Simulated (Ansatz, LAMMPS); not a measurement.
# A vacancy of O at several sites of amorphous HfO2 at 7.65 g/cm^3 (78 atoms): runs compared

Aim: make a vacancy of O at several sites of amorphous HfO2 at 7.65 g/cm^3 (78 atoms), relax each, and compare their energies.

Computed with Ansatz 0.2.0: Kohn-Sham DFT, PBE, PAW (set soft_2), plane waves.

## Step 1: The cell as built

The cell holds 78 atoms: 26 Hf and 52 O. Its edges and angles: a = 10.591 Å, b = 10.591 Å, c = 10.591 Å, α = 90.0°, β = 90.0°, γ = 90.0°. 78 atoms (26 Zr, 52 O) placed at random at 4.48 g/cm³, melted at 5000 K for 10 ps at fixed volume with the Morse and Coulomb pair potential with partial charges (Pedone, Malavasi, Menziani, Cormack and Segre, J. Phys. Chem. B 110, 11780 (2006)). Quenched from 5000 K to 300 K at 50 K/ps and fixed volume, held 5 ps, then minimised at fixed cell. Then Zr was replaced by Hf (the potential has no terms for the new elements, so the cell is a start for a DFT relaxation).

What the set-up can't give: The quench rate of 50 K/ps far exceeds what a furnace or splat quench reaches, so expect more defects and frozen-in strain than in a real sample. The starting topology of bonds comes from the classical model, and needn't be the one that DFT or experiment would give. Only the Γ point is sampled, in a cell whose shortest periodic width is 11 Å. The levels lack spin–orbit coupling, which is large for the heavy elements here.

## Step 2: The reference run

The reference is a single point at the end of the relaxation.

Every defect cell starts from the geometry of this run and is relaxed in the fixed cell.

Its input, with most atom lines left out:

```yaml
crystal:
  lattice:
    - [10.5908, 0.0, 0.0]
    - [0.0, 10.5908, 0.0]
    - [0.0, 0.0, 10.5908]
  atoms:
    - { symbol: Hf, position: [0.46448, 0.60963, 0.27974] }
    - { symbol: Hf, position: [0.13554, 0.72199, 0.20742] }
    - { symbol: Hf, position: [0.74351, 0.59657, 0.76877] }
    - { symbol: Hf, position: [0.68629, 0.38302, 0.06843] }
    - { symbol: Hf, position: [0.97729, 0.8697, 0.90642] }
    - { symbol: Hf, position: [0.49198, 0.63359, 0.97858] }
    - { symbol: Hf, position: [0.8224, 0.54889, 0.27774] }
    [... atom lines 8 to 78 left out ...]
kpoints:
  mp_grid: { grid: [1, 1, 1] }
hamiltonian:
  xc: pbe
scf:
  occupations: { method: fermi_dirac, width: 0.025 }
output:
  forces: true
  stress: true
  populations: true
  dos:
    method: { smearing: { sigma: 0.08 } }
    de: 0.1
    projected: { site_lists: { Hf: [Hf], O: [O] } }
  eigenvalues: true
  write_density: true
  write_potential: true
  volumetric_format: npy
```

- free energy per atom: -5620.3564 eV/atom
- r.m.s. force component: 0.00994 eV/Å
- pressure: -5.25 GPa

Filled and empty levels are parted by 3.74 eV (at Γ alone); a semilocal functional tends to put such gaps too low. In a disordered cell it changes from sample to sample, and tail or defect levels can set it.

## Step 3: The runs

Each row is one run, on 4 threads of Intel Xeon at 2.50GHz (Skylake/Cascade Lake), shared host. The free energy is the program's total, comparable only between runs with the same functional, potentials and atoms.

| run | atoms | outcome | ionic steps, all passes | free energy (eV) | time | host memory (GiB) |
| --- | --- | --- | --- | --- | --- | --- |
| Single point at the start | 78 | converged | - | -438385.086 | 68 s | 1.9 |
| Relaxation | 78 | converged | 19 | -438387.798 | 11 min | 2.0 |
| Single point at the relaxed geometry | 78 | converged | - | -438387.798 | 60 s | 2.0 |
| Vacancy of O, site O62 | 77 | converged | 11 | -437817.198 | 7.1 min | 2.0 |
| Vacancy of O, site O28 | 77 | converged | 8 | -437816.700 | 5.1 min | 2.0 |
| Vacancy of O, site O66 | 77 | converged | 5 | -437816.497 | 3 min | 2.0 |
| Vacancy of O, site O69 | 77 | converged | 7 | -437816.691 | 4.4 min | 2.0 |
| Vacancy of O, site O64 | 77 | converged | 8 | -437816.746 | 4.9 min | 2.0 |
| Vacancy of O, site O59 | 77 | converged | 16 | -437816.361 | 9.9 min | 2.0 |
| Vacancy of O, site O43 | 77 | converged | 5 | -437816.339 | 3.2 min | 2.0 |
| Vacancy of O, site O51 | 77 | converged | 22 | -437817.198 | 13 min | 2.0 |
| Vacancy of O, site O78 | 77 | converged | 10 | -437816.704 | 6.5 min | 2.0 |

The surroundings of site O62, the cheapest one, after relaxation: 10 atoms, nearest first, with positions taken from that point. Atoms keep their numbers of the cell before the removal, where the removed atom was number 62.

| atom | x | y | z | distance (Å) | bonds |
| --- | --- | --- | --- | --- | --- |
| Hf14 | -0.75 | -0.80 | 1.63 | 1.96 | 4 |
| Hf21 | -1.23 | -0.19 | -1.52 | 1.97 | 4 |
| O39 | 0.60 | 0.46 | -2.42 | 2.54 | 3 |
| O64 | -2.23 | -1.24 | 0.03 | 2.55 | 3 |
| O73 | 0.71 | -2.04 | 1.57 | 2.67 | 2 |
| O46 | -0.18 | 0.86 | 2.68 | 2.82 | 3 |
| O33 | -0.84 | -1.75 | -2.73 | 3.35 | 3 |
| O44 | -0.01 | 3.10 | -1.48 | 3.44 | 2 |
| O58 | -2.31 | 1.05 | -2.61 | 3.64 | 3 |
| Hf24 | 1.57 | 2.42 | -2.54 | 3.85 | 6 |

The column of bonds counts only the pairs O-Hf within 2.83 Å; other neighbours, such as metal atoms beside each other in a compound, aren't counted, and periodic images can show an atom twice.

## Step 4: The sites compared

All these cells hold the same atoms, so their energies can be compared with no chemical potential.

| site | neighbours | mean distance (Å) | atoms within 6 Å | energy over the best site (eV) | before relaxation (eV) | gain on relaxing (eV) |
| --- | --- | --- | --- | --- | --- | --- |
| O62 | Hf2 | 1.96 | 56 | 0.00 | 0.00 | 0.26 |
| O51 | Hf3 | 2.15 | 59 | 0.00 | 0.41 | 0.68 |
| O64 | Hf3 | 2.18 | 61 | 0.45 | 0.49 | 0.30 |
| O78 | Hf3 | 2.18 | 59 | 0.49 | 0.41 | 0.18 |
| O28 | Hf4 | 2.29 | 65 | 0.50 | 0.37 | 0.14 |
| O69 | Hf3 | 2.08 | 57 | 0.51 | 0.34 | 0.09 |
| O66 | Hf3 | 2.13 | 61 | 0.70 | 0.56 | 0.13 |
| O59 | Hf2 | 1.97 | 60 | 0.84 | 0.84 | 0.26 |
| O43 | Hf3 | 2.21 | 60 | 0.86 | 0.68 | 0.08 |

Neighbours are those of the relaxed host within 2.98 Å (O-Hf); other pairs aren't counted.

## Step 5: Findings

The cheapest site is O62 (2 neighbours, Hf2); the dearest, O43 (3 neighbours, Hf3), costs 0.86 eV more. O51 lies within 0.02 eV of the cheapest, a tie at this tolerance. By coordination the energies over the best site are 0.00 to 0.84 eV with 2 neighbours, 0.00 to 0.86 eV with 3 neighbours and 0.50 eV with 4 neighbours. Relaxation gains 0.082 to 0.68 eV and leaves the best site the same.

Caveats: Defects are neutral and interact with their images. The defect cells ran without spin polarisation, so cut bonds can't carry moments. In a disordered cell the relaxation can also rearrange atoms far from the site. Only 9 of the 52 O sites were tried; unless symmetry makes the others alike to these, a cheaper one may exist. The pressure of -5.3 GPa means that a free cell would contract at this level.

The DFT runs together took 71 min of wall time.

[Logs are printed without paths, hosts, clocks, repeated set-up lines and the standing remarks that a program may print on its own settings, such as how far it seeks lower states.]

[Hosts, paths, dates, database ids (printed as entryN), source tags and the programs' standing remarks are cut or masked in the printed files.]
